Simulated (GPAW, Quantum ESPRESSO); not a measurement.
# Near-edge structure at the O K edge of Na2MoO4 (Fd-3m), part 4 of 4

Do two independent programs agree on the O K edge of Na2MoO4 (Fd-3m)? The same cell and functional are run with XSpectra and with GPAW.

Quantum ESPRESSO 7.5 and GPAW 26.7.0; core-hole supercells, plane-wave PAW LDA.

So far. Step 11 (Excitation energy, O atom 7 (Quantum ESPRESSO)): The total-energy difference is 535.18 eV. With the free-atom term of -8.83 eV for this edge, the photon energy is 526.35 eV. Step 12 (Ground state of the crystal (GPAW)): The mesh shows a gap of 4.38 eV, so the hole is first treated in a charged cell, without the excited electron.

## Step 14: Spectrum with FCH, O atom 7 (GPAW)

Level of this step: X-ray absorption from dipole matrix elements to empty bands, plane-wave PAW LDA (GPAW).

The holes are 6.4 Å apart. The excited electron is left out and a uniform background balances the charge. After the field has converged, empty bands are computed with the density fixed and the dipole matrix elements are summed.

File xas.py:

```python
import numpy as np
from ase import Atoms
from ase.parallel import parprint, paropen
from gpaw import GPAW, PW, FermiDirac, Mixer, MixerDif, setup_paths
from gpaw.test import gen
setup_paths.insert(0, '.')
gen('O', name='fch1s', xcname='LDA', corehole=(1, 0, 1), write_xml=True)
from gpaw.mpi import world
world.barrier()

atoms = Atoms('Mo2Na4O8',
    cell=[[0, 4.55443967, 4.55443967],
     [4.55443967, 0, 4.55443967],
     [4.55443967, 4.55443967, 0]],
    scaled_positions=[[0.75, 0.75, 0.75],
     [0.5, 0.5, 0.5],
     [0.125, 0.625, 0.125],
     [0.125, 0.125, 0.625],
     [0.625, 0.125, 0.125],
     [0.125, 0.125, 0.125],
     [0.86229, 0.86229, 0.41313],
     [0.38771, 0.83687, 0.38771],
     [0.86229, 0.86229, 0.86229],
     [0.83687, 0.38771, 0.38771],
     [0.86229, 0.41313, 0.86229],
     [0.38771, 0.38771, 0.83687],
     [0.41313, 0.86229, 0.86229],
     [0.38771, 0.38771, 0.38771]],
    pbc=True)
atoms.calc = calc = GPAW(legacy_gpaw=True, mode=PW(500, force_complex_dtype=True), xc='LDA', setups={6: 'fch1s'},
    kpts={'size': (4, 4, 4), 'gamma': True}, occupations=FermiDirac(0.02),
    charge=0, mixer=Mixer(0.1, 5, 50), maxiter=150,
    convergence={'density': 0.0001, 'eigenstates': 1e-6}, txt='scf.txt')
energy = atoms.get_potential_energy() + calc.get_reference_energy()
ef = calc.get_fermi_level()
out = dict(energy=energy, fermi=ef, forces=atoms.get_forces().tolist())
parprint(f'all-electron energy {energy:.4f} eV, Fermi level {ef:.4f} eV')
ev = np.array([[calc.get_eigenvalues(k, s) for k in range(len(calc.get_ibz_k_points()))] for s in range(calc.get_number_of_spins())])
out['homo'], out['lumo'], out['counts'] = ev[ev < ef].max(), ev[ev > ef].min(), sorted(set((ev < ef).sum((0, 2)).tolist()))
out['filled'] = (ev[:, 0] < ef).sum(1).tolist()

from ase.units import Ha
from gpaw.xas import dipole_matrix_elements
nb = int(calc.get_number_of_electrons() / 2) + 125
top, nb = nb, nb + 8 + nb // 12
nscf = calc.fixed_density(kpts={'size': (4, 4, 4), 'gamma': True}, nbands=nb,
    convergence={'bands': top, 'eigenstates': 1e-5}, maxiter=60, txt='nscf.txt')
cell = atoms.cell.array
ops = [cell.T @ U.T @ np.linalg.inv(cell.T) for U in nscf.wfs.kd.symmetry.op_scc]
filled = [52]  # bands filled in the ground state, by spin
E = np.arange(-6, 34, 0.1)
fwhm = np.interp(E, [4, 25], [0.9, 3.5])
Y, X, zero, highest = 0, 0, 1e9, 1e9
for spin in range(nscf.get_number_of_spins()):
    wfs = nscf.wfs
    A = dipole_matrix_elements(wfs.setups[6])
    eps = np.zeros((wfs.kd.nibzkpts, nb))
    d = np.zeros((3, A.shape[1], wfs.kd.nibzkpts, nb), complex)
    for kpt in wfs.kpt_u:
        if kpt.s == spin and 6 in kpt.P_ani:
            eps[kpt.k] = kpt.eps_n * Ha
            d[:, :, kpt.k] = (kpt.weight * wfs.nspins / 2) ** 0.5 * np.inner(A, kpt.P_ani[6])
    world.sum(eps)
    world.sum(d)
    T = np.einsum('amkn,bmkn->abkn', d, d.conj()).real
    T = sum(np.einsum('ai,ijkn,bj->abkn', R, T, R) for R in ops) / len(ops)
    empty = np.ones_like(eps, bool) & (np.arange(nb) >= filled[spin])
    zero, highest = min(zero, eps[empty].min()), min(highest, eps[:, top - 1].min())
    lines = [(eps, T, empty)] if spin == 0 else lines + [(eps, T, empty)]
for eps, T, empty in lines:
    f = np.einsum('aakn->akn', T).reshape(3, -1)
    x = eps.ravel() - zero
    w = np.interp(x, E, fwhm) / 2.35482
    g = np.exp(-0.5 * ((E[:, None] - x) / w) ** 2) / (w * (2 * np.pi) ** 0.5)
    Y = Y + (f * empty.ravel()) @ g.T
    X = X + (f * ~empty.ravel()) @ g.T
out.update(E=E.round(2).tolist(), xas=Y.tolist(), xes=X.tolist(), zero=zero, valid=highest - zero, nk=len(eps), nb=nb)
for i in range(0, len(E), 10):
    parprint(f'{E[i]:7.2f}', *(f'{v:10.3e}' for v in Y[:, i]))
import json
with paropen('out.json', 'w') as f:
    json.dump(out, f)
```

On the command line:

```bash
$ OMP_NUM_THREADS=1 mpirun -n 4 gpaw python xas.py
```

Numbers of over 12 decimals in the logs are rounded to 6 here.

What it wrote:

```text
Input parameters:
  convergence: {density: 0.0001,
                eigenstates: 1e-06}
  kpts: {gamma: True,
         size: (4, 4, 4)}
  maxiter: 150
  mixer: {backend: pulay,
          beta: 0.1,
          method: separate,
          nmaxold: 5,
          weight: 50}
  mode: {ecut: 500.0,
         force_complex_dtype: True,
         name: pw}
  occupations: {fixmagmom: False,
                name: fermi-dirac,
                width: 0.02}
  setups: {6: fch1s}

Initialize ...

[... PAW data sets ...]

Reference energy: -253307.058074  # eV

Spin-paired calculation

[... convergence settings ...]
Symmetries present (total): 6
  [... symmetry matrices ...]

64 k-points: 4 x 4 x 4 Monkhorst-Pack grid + [1/8,1/8,1/8]
13 k-points in the irreducible part of the Brillouin zone
       k-points in crystal coordinates                weights
   0:     0.00000000    0.00000000    0.00000000          1/64
   1:     0.00000000    0.00000000    0.25000000          2/64
   2:     0.00000000    0.00000000    0.50000000          1/64
   3:     0.25000000    0.25000000   -0.25000000          6/64
   4:     0.25000000    0.25000000    0.00000000          6/64
   5:     0.25000000    0.25000000    0.25000000          6/64
   6:     0.25000000    0.25000000    0.50000000          6/64
   7:     0.50000000    0.25000000   -0.25000000          6/64
   8:     0.50000000    0.25000000    0.25000000          6/64
   9:     0.50000000    0.25000000    0.50000000         12/64
          ...
  12:     0.50000000    0.50000000    0.50000000          3/64

Wave functions: Plane wave expansion
  Cutoff energy: 500.000 eV
  Number of coefficients (min, max): 4788, 4813
  Pulay-stress correction: 0.000000 eV/Ang^3 (de/decut=0.000000)
  Using FFTW library
  Wavefunction extrapolation:
    Improved wavefunction reuse through dual PAW basis

Occupation numbers: Fermi-Dirac:
  width: 0.0200  # eV

Eigensolver
   Davidson(niter=2)

Densities:
  Coarse grid: 35*35*35 grid
  Fine grid: 70*70*70 grid
  Total Charge: 1.000000

Density mixing:
  Method: separate
  Backend: pulay
  Linear mixing parameter: 0.1
  old densities: 5
  Width of damping distribution: 1.1
  Damping of long wavelength oscillations: 50

[... Hamiltonian set-up ...]
Number of atoms: 14
Number of atomic orbitals: 86
Number of bands in calculation: 67
Number of valence electrons: 104
Bands to converge: occupied

... initialized

Initializing position-dependent things.

Density initialized from atomic densities
Creating initial wave functions:
  67 bands from LCAO basis set

                            O
                      O
                       O Mo

                O          O
                   O
                  Mo O

         Na    O

             Na
              Na
       Na

Atomic positions and initial magnetic moments

Positions:
   0 Mo     6.831660    6.831660    6.831660    ( 0.0000,  0.0000,  0.0000)
   1 Mo     4.554440    4.554440    4.554440    ( 0.0000,  0.0000,  0.0000)
   2 Na     3.415830    1.138610    3.415830    ( 0.0000,  0.0000,  0.0000)
   3 Na     3.415830    3.415830    1.138610    ( 0.0000,  0.0000,  0.0000)
   4 Na     1.138610    3.415830    3.415830    ( 0.0000,  0.0000,  0.0000)
   5 Na     1.138610    1.138610    1.138610    ( 0.0000,  0.0000,  0.0000)
   6 O      5.808823    5.808823    7.854496    ( 0.0000,  0.0000,  0.0000)
[...]
11 O      5.577276    5.577276    3.531604    ( 0.0000,  0.0000,  0.0000)
  12 O      7.854496    5.808823    5.808823    ( 0.0000,  0.0000,  0.0000)
  13 O      3.531604    3.531604    3.531604    ( 0.0000,  0.0000,  0.0000)

Unit cell:
           periodic     x           y           z      points  spacing
  1. axis:    yes    0.000000    4.554440    4.554440    35     0.1503
  2. axis:    yes    4.554440    0.000000    4.554440    35     0.1503
  3. axis:    yes    4.554440    4.554440    0.000000    35     0.1503

  Lengths:   6.440950   6.440950   6.440950
  Angles:   60.000000  60.000000  60.000000

Effective grid spacing dv^(1/3) = 0.1639

iter:   1  -151.305811
iter:   2  -136.775249   -0.57  -0.94
iter:   3  -126.823631   -0.26  -1.08
iter:   4  -126.988207   -1.64  -1.39
iter:   5  -125.479676   -1.51  -1.34
iter:   6  -125.067551   -1.75  -1.52
iter:   7  -124.974986   -2.32  -1.76
iter:   8  -124.952738   -2.85  -2.20
iter:   9  -124.947982c  -3.84  -2.51
iter:  10  -124.946431c  -4.65  -2.67
iter:  11  -124.944281c  -3.86  -2.76
iter:  12  -124.944213c  -5.20  -3.41
iter:  13  -124.944060c  -5.46  -3.51
iter:  14  -124.944055c  -5.96  -3.63
iter:  15  -124.944052c  -6.46c -3.81
iter:  16  -124.944050c  -6.75c -4.01c

Converged after 16 iterations.

Dipole moment: (-1.194848, -1.194848, -1.007336) |e|*Ang

Energy contributions relative to reference atoms: (reference = -253307.058074)

Kinetic:        +18.923065
Potential:      -59.369115
External:        +0.000000
XC:             -83.071306
Entropy (-ST):   -0.000000
Local:           -1.426695
SIC:             +0.000000
--------------------------
Free energy:   -124.944050
Extrapolated:  -124.944050

Showing only first 2 kpts
 Kpt  Band  Eigenvalues  Occupancy
  0    50      1.18688    2.00000
  0    51      1.18692    2.00000
  0    52      4.39793    0.00000
  0    53      4.39794    0.00000

  1    50      1.12630    2.00000
  1    51      1.12635    2.00000
  1    52      4.41360    0.00000
[...]
Fermi level: 2.39364

Gap: 3.152 eV
Transition (v -> c):
  (s=0, k=0, n=51, [0.00, 0.00, 0.00]) -> (s=0, k=10, n=52, [0.50, 0.50, 0.00])
Direct/indirect transitions are different
Direct gap: 3.211 eV
Transition at: (s=0, k=0, n=51, [0.00, 0.00, 0.00])

Forces in eV/Ang:
  0 Mo    3.29048    3.29048   -3.29048
  1 Mo    0.17859    0.17859   -0.17859
  2 Na   -0.45200    0.14026   -0.14026
  3 Na   -0.15479   -0.15479    0.15479
  4 Na    0.14026   -0.45200   -0.14026
  5 Na    0.14026    0.14026    0.45200
  6 O    -1.75827   -1.75827    1.75827
[...]
11 O    -0.47560   -0.47560    0.47560
 12 O    -1.34739    1.41558    1.34739
 13 O     0.32709    0.32709    0.27931
Scalar-relativistic atomic LDA calculation for O (Oxygen, Z=8)
Core hole in 1s state (1s occupation: 1.0)
300 radial gridpoints.
|------------------------------------------------|
|------------------------------------------------|
[... the atom generator's iteration count ...]

Energy contributions:
-------------------------
Kinetic:      +54.046737
XC:            -5.876031
Potential:   -102.458324
-------------------------
Total:        -54.287618

state      eigenvalue         ekin         rmax
-----------------------------------------------
1s^1.0 :   -21.731873    30.611423        0.127
2s^2.0 :    -1.594915     4.066245        0.801
2p^4.0 :    -1.067100     3.825706        0.682
-----------------------------------------------
(units: Bohr and Hartree)

Generating PAW setup
Kinetic energy of the core from tauc = 30.636371
Cutoffs:
rc(s)=1.300
rc(p)=1.130
rc(d)=1.170
rc(vbar)=1.300
rc(comp)=1.260
rc(nct)=1.300

Kinetic energy of the core states: 30.611423
Charge: 1.0
Core electrons: 1.0
Valence electrons: 6.0
Pseudo-core charge: 0.000198
Shape function alpha=6.299
Pseudo-electron charge 5.280306
state    eigenvalue         norm
--------------------------------
2s(2) :    -1.594915     1.065643
*s    :    -0.594915
2p(4) :    -1.067100     0.787205
*p    :    -0.067100
*d    :     0.000000
--------------------------------

Diagonalizing with gridspacing h=0.050

state   all-electron     PAW
-------------------------------
2s:      -1.594915    -1.596334
2p:      -1.067100    -1.073375
*d:                   -0.060686
*f:                   -0.013559
-------------------------------
all-electron energy -253432.0021 eV, Fermi level 2.3936 eV
[...]
31.00  4.186e-05  4.186e-05  4.186e-05
  32.00  4.076e-05  4.076e-05  4.076e-05
  33.00  4.034e-05  4.034e-05  4.034e-05
```

The job ended after 2.2 min (4 MPI ranks of Arm Neoverse V2, shared host; peak memory 0.45 GiB).

The O K spectrum, O atom 7, full core hole (charged cell) (energy from the lowest empty level; intensity scaled to a mean of 1 over the first 20 eV):

| E (eV) | intensity |
| --- | --- |
| -2.0 | 0.00 |
| -1.0 | 0.05 |
| 0.0 | 2.71 |
| 1.0 | 1.21 |
| 2.0 | 2.29 |
| 3.0 | 0.31 |
| 4.0 | 0.35 |
| 5.0 | 0.87 |
| 6.0 | 0.85 |
| 7.0 | 1.07 |
| 8.0 | 1.69 |
| 9.0 | 1.53 |
| 10.0 | 1.01 |
| 11.0 | 0.60 |
| 12.0 | 0.41 |
| 13.0 | 0.56 |
| 14.0 | 0.92 |
| 15.0 | 1.17 |
| 16.0 | 1.09 |
| 17.0 | 0.87 |
| 18.0 | 0.75 |
| 19.0 | 0.69 |
| 20.0 | 0.65 |
| 21.0 | 0.67 |
| 22.0 | 0.77 |
| 23.0 | 0.92 |
| 24.0 | 1.05 |
| 25.0 | 1.13 |
| 26.0 | 1.07 |
| 27.0 | 0.93 |
| 28.0 | 0.80 |
| 29.0 | 0.74 |
| 30.0 | 0.72 |
| 31.0 | 0.70 |
| 32.0 | 0.68 |

Main maxima below 24 eV (height): 0.1 eV (2.79), 1.7 eV (2.94), 8.3 eV (1.75) and 15.2 eV (1.18). 

The hole costs E(hole) − E(ground) = 530.32 eV, and the lowest empty level of the hole cell on the spectrum's mesh lies at 4.34 eV, which puts the zero at 534.66 eV. With the free-atom term of -8.83 eV for this edge, the photon energy is 525.83 eV.

## Step 15: Excitation energy, O atom 7 (GPAW)

With the excited electron kept in the cell the system stays neutral, and the energy difference is an excitation energy by itself. In a small cell that electron takes up a good share of the lowest empty band, or all of one, which shifts the value from the true onset.

Changed against the first core-hole run: core hole to XCH, with the smearing that suits a partly filled band.

File scf.py:

```python
import numpy as np
from ase import Atoms
from ase.parallel import parprint, paropen
from gpaw import GPAW, PW, FermiDirac, Mixer, MixerDif, setup_paths
from gpaw.test import gen
setup_paths.insert(0, '.')
gen('O', name='fch1s', xcname='LDA', corehole=(1, 0, 1), write_xml=True)
from gpaw.mpi import world
world.barrier()

atoms = Atoms('Mo2Na4O8',
    cell=[[0, 4.55443967, 4.55443967],
     [4.55443967, 0, 4.55443967],
     [4.55443967, 4.55443967, 0]],
    scaled_positions=[[0.75, 0.75, 0.75],
     [0.5, 0.5, 0.5],
     [0.125, 0.625, 0.125],
     [0.125, 0.125, 0.625],
     [0.625, 0.125, 0.125],
     [0.125, 0.125, 0.125],
     [0.86229, 0.86229, 0.41313],
     [0.38771, 0.83687, 0.38771],
     [0.86229, 0.86229, 0.86229],
     [0.83687, 0.38771, 0.38771],
     [0.86229, 0.41313, 0.86229],
     [0.38771, 0.38771, 0.83687],
     [0.41313, 0.86229, 0.86229],
     [0.38771, 0.38771, 0.38771]],
    pbc=True)
atoms.calc = calc = GPAW(legacy_gpaw=True, mode=PW(500, force_complex_dtype=True), xc='LDA', setups={6: 'fch1s'},
    kpts={'size': (4, 4, 4), 'gamma': True}, occupations=FermiDirac(0.04),
    charge=-1, mixer=Mixer(0.1, 5, 50), maxiter=150,
    convergence={'density': 0.0001, 'eigenstates': 1e-6}, txt='scf.txt')
energy = atoms.get_potential_energy() + calc.get_reference_energy()
ef = calc.get_fermi_level()
out = dict(energy=energy, fermi=ef, forces=atoms.get_forces().tolist())
parprint(f'all-electron energy {energy:.4f} eV, Fermi level {ef:.4f} eV')
ev = np.array([[calc.get_eigenvalues(k, s) for k in range(len(calc.get_ibz_k_points()))] for s in range(calc.get_number_of_spins())])
out['homo'], out['lumo'], out['counts'] = ev[ev < ef].max(), ev[ev > ef].min(), sorted(set((ev < ef).sum((0, 2)).tolist()))
out['filled'] = (ev[:, 0] < ef).sum(1).tolist()
import json
with paropen('out.json', 'w') as f:
    json.dump(out, f)
```

On the command line:

```bash
$ OMP_NUM_THREADS=1 mpirun -n 4 gpaw python scf.py
```

What it wrote:

```text
Input parameters:
  charge: -1
  convergence: {density: 0.0001,
                eigenstates: 1e-06}
  kpts: {gamma: True,
         size: (4, 4, 4)}
  maxiter: 150
  mixer: {backend: pulay,
          beta: 0.1,
          method: separate,
          nmaxold: 5,
          weight: 50}
  mode: {ecut: 500.0,
         force_complex_dtype: True,
         name: pw}
  occupations: {fixmagmom: False,
[...]
2s(2) :    -1.594915     1.065643
*s    :    -0.594915
2p(4) :    -1.067100     0.787205
*p    :    -0.067100
*d    :     0.000000
--------------------------------

Diagonalizing with gridspacing h=0.050

state   all-electron     PAW
-------------------------------
2s:      -1.594915    -1.596334
2p:      -1.067100    -1.073375
*d:                   -0.060686
*f:                   -0.013559
-------------------------------
all-electron energy -253426.9990 eV, Fermi level 5.4809 eV
[key lines of the parts left out:]
Converged after 20 iterations.
Dipole moment: (-2.057605, -2.057605, -1.803901) |e|*Ang
Free energy:   -119.977482
Fermi level: 5.48095
```

The job ended after 49 s (4 MPI ranks; peak memory 0.31 GiB; 3.3 min of CPU time).

The total-energy difference is 535.33 eV. With the free-atom term of -8.83 eV for this edge, the photon energy is 526.50 eV.

## Step 16: The two programs side by side

The line shapes differ (Lorentzian half width 0.4 eV up to 4 eV, rising linearly to 1.75 eV at 25 eV (not a setting of the program: the run's 0.4 eV curve was folded afterwards with a further Lorentzian above 4 eV), against Gaussian full width 0.9 eV up to 4 eV, rising linearly to 3.5 eV at 25 eV), so both get a further Gaussian of 1.5 eV full width before they are compared; the Lorentzian tails remain.

```
E (eV)  XSpectra  GPAW
 -2.00      0.20  0.03
 -1.25      0.46  0.29
 -0.50      1.09  1.09
  0.25      1.63  1.74
  1.00      1.78  1.90
  1.75      1.72  1.88
  2.50      1.17  1.14
  3.25      0.74  0.53
  4.00      0.69  0.47
  4.75      0.81  0.67
  5.50      0.93  0.84
  6.25      1.02  0.94
  7.00      1.17  1.16
  7.75      1.35  1.46
  8.50      1.38  1.57
  9.25      1.23  1.37
 10.00      1.00  1.03
 10.75      0.80  0.73
 11.50      0.67  0.52
 12.25      0.64  0.48
 13.00      0.70  0.60
 13.75      0.81  0.82
 14.50      0.91  1.03
 15.25      0.95  1.12
 16.00      0.91  1.06
 16.75      0.83  0.93
 17.50      0.77  0.82
 18.25      0.73  0.74
 19.00      0.70  0.69
 19.75      0.68  0.67
 20.50      0.68  0.66
 21.25      0.70  0.70
 22.00      0.73  0.78
 22.75      0.77  0.88
 23.50      0.81  0.98
 24.25      0.84  1.06
 25.00      0.84  1.10
 25.75      0.81  1.08
 26.50      0.76  1.00
 27.25      0.70  0.90
 28.00      0.66  0.81
 28.75      0.64  0.76
 29.50      0.62  0.73
 30.25      0.61  0.71
 31.00      0.59  0.70
 31.75      0.58  0.69
```

|  | XSpectra | GPAW |
| --- | --- | --- |
| k mesh of the spectrum | 4×4×4 | 4×4×4 |
| cutoff (eV) | 844 | 500 |
| highest intensity below 16 eV after the common broadening, eV (height) | 1.4 (1.81) | 1.4 (1.96) |
| zero, corrected photon energy (eV) | 525.7 | 525.8 |
| core time, hole field and spectrum | 16 min | 8.7 min |

## Step 17: What the core hole does

XSpectra's curves. Both curves are counted from their own zero, so only the shift of weight within the empty states shows.

```
E (eV)  no hole   FCH
  -2.0     0.13  0.13
  -1.0     0.32  0.36
   0.0     1.89  2.34
   1.0     1.48  1.40
   2.0     1.88  1.83
   3.0     0.96  0.60
   4.0     0.78  0.51
   5.0     0.82  0.89
   6.0     0.85  0.89
   7.0     1.38  1.02
   8.0     1.64  1.63
   9.0     1.14  1.45
  10.0     0.91  1.03
  11.0     0.53  0.63
  12.0     0.48  0.49
  13.0     0.77  0.54
  14.0     0.94  0.93
  15.0     1.01  1.17
  16.0     0.71  1.04
  17.0     0.72  0.77
  18.0     0.74  0.70
  19.0     0.59  0.71
  20.0     0.51  0.61
  21.0     0.62  0.60
  22.0     0.58  0.79
  23.0     0.71  0.83
  24.0     0.89  1.10
  25.0     1.04  1.15
  26.0     0.73  0.97
  27.0     0.62  0.63
  28.0     0.60  0.63
  29.0     0.64  0.68
  30.0     0.49  0.64
  31.0     0.50  0.56
  32.0     0.53  0.56
```

With each curve scaled to its own mean, the area from −2 to 6 eV with the hole is 8.2 against 8.8, and the centre of weight from −1 to 20 eV moves by +0.4 eV (first and strongest maxima below 20 eV: 0.3 eV (2.38), 1.7 eV (2.19) and 7.9 eV (1.67) without the hole, 0.2 eV (2.44), 1.6 eV (2.44) and 8.6 eV (1.69) with it); the shape changes all the same, by 21 % r.m.s. The hole also narrows the gap from 4.4 to 3.2 eV by pulling down the level that sets the zero, so features seem to sit higher above it.

## Step 18: Results

```yaml
absorber_and_edge: O K, atom 7 of the ground-state input (counted from 1)
surroundings: 1 Mo at 1.77 Å (terminal, site symmetry 3m)
highest_intensity_below_16_ev_xspectra_narrow_line: 1.6 eV above the zero, height 2.44
photon_energy_of_the_zero_with_the_added_terms: 525.7 eV (raw 534.5 eV; LDA puts this hole about 4 eV below PBE, itself good to a few eV)
```

**Reading.** The two programs agree on the overall shape: 12 % r.m.s. remains over the first 14 eV after a relative shift of 0.0 eV, and their photon-energy zeros differ by 0.1 eV. What differs may come from the PAW partial waves, meshes, cutoffs and line shapes. In XSpectra the O K edge of atom 7, with 1 Mo at 1.77 Å (terminal, site symmetry 3m), has its highest intensity of the first 16 eV at 1.6 eV above the zero, near 527 eV in photon energy (LDA puts this hole about 4 eV below PBE, itself good to a few eV), 2.4 times the mean level of the first 20 eV (Lorentzian half width 0.4 eV). In XSpectra: With each curve scaled to its own mean, the area from −2 to 6 eV with the hole is 8.2 against 8.8, and the centre of weight from −1 to 20 eV moves by +0.4 eV (first and strongest maxima below 20 eV: 0.3 eV (2.38), 1.7 eV (2.19) and 7.9 eV (1.67) without the hole, 0.2 eV (2.44), 1.6 eV (2.44) and 8.6 eV (1.69) with it); the shape changes all the same, by 21 % r.m.s. The hole also narrows the gap from 4.4 to 3.2 eV by pulling down the level that sets the zero, so features seem to sit higher above it. In XSpectra the neutral-cell energy lies +0.7 eV from the charged-cell zero, a gap made of the charged-cell error and of where the added electron settles. In GPAW the neutral-cell energy lies +0.7 eV from the charged-cell zero, a gap made of the charged-cell error and of where the added electron settles. The holes are only 6.4 Å apart, so the shape is probably not converged with cell size; no larger cell was run here. The structure is a published determination, not relaxed.

[Banner, clock and machine lines of the logs are left out without a mark of their own.]

[Logs are printed without paths, hosts, clocks, repeated set-up lines and the standing remarks that a program may print on its own settings, such as how far it seeks lower states.]

[Hosts, paths, dates, database ids (printed as entryN), source tags and the programs' standing remarks are cut or masked in the printed files.]

[Lists of maxima count a maximum above −3 eV only where it reaches 4 % of the highest in the window and stands out from its surroundings by 2 % of it (1.5 % where it reaches 55 %); shoulders and weaker maxima are passed over, and of the rest the first, up to two pre-edge ones and the few strongest are named.]
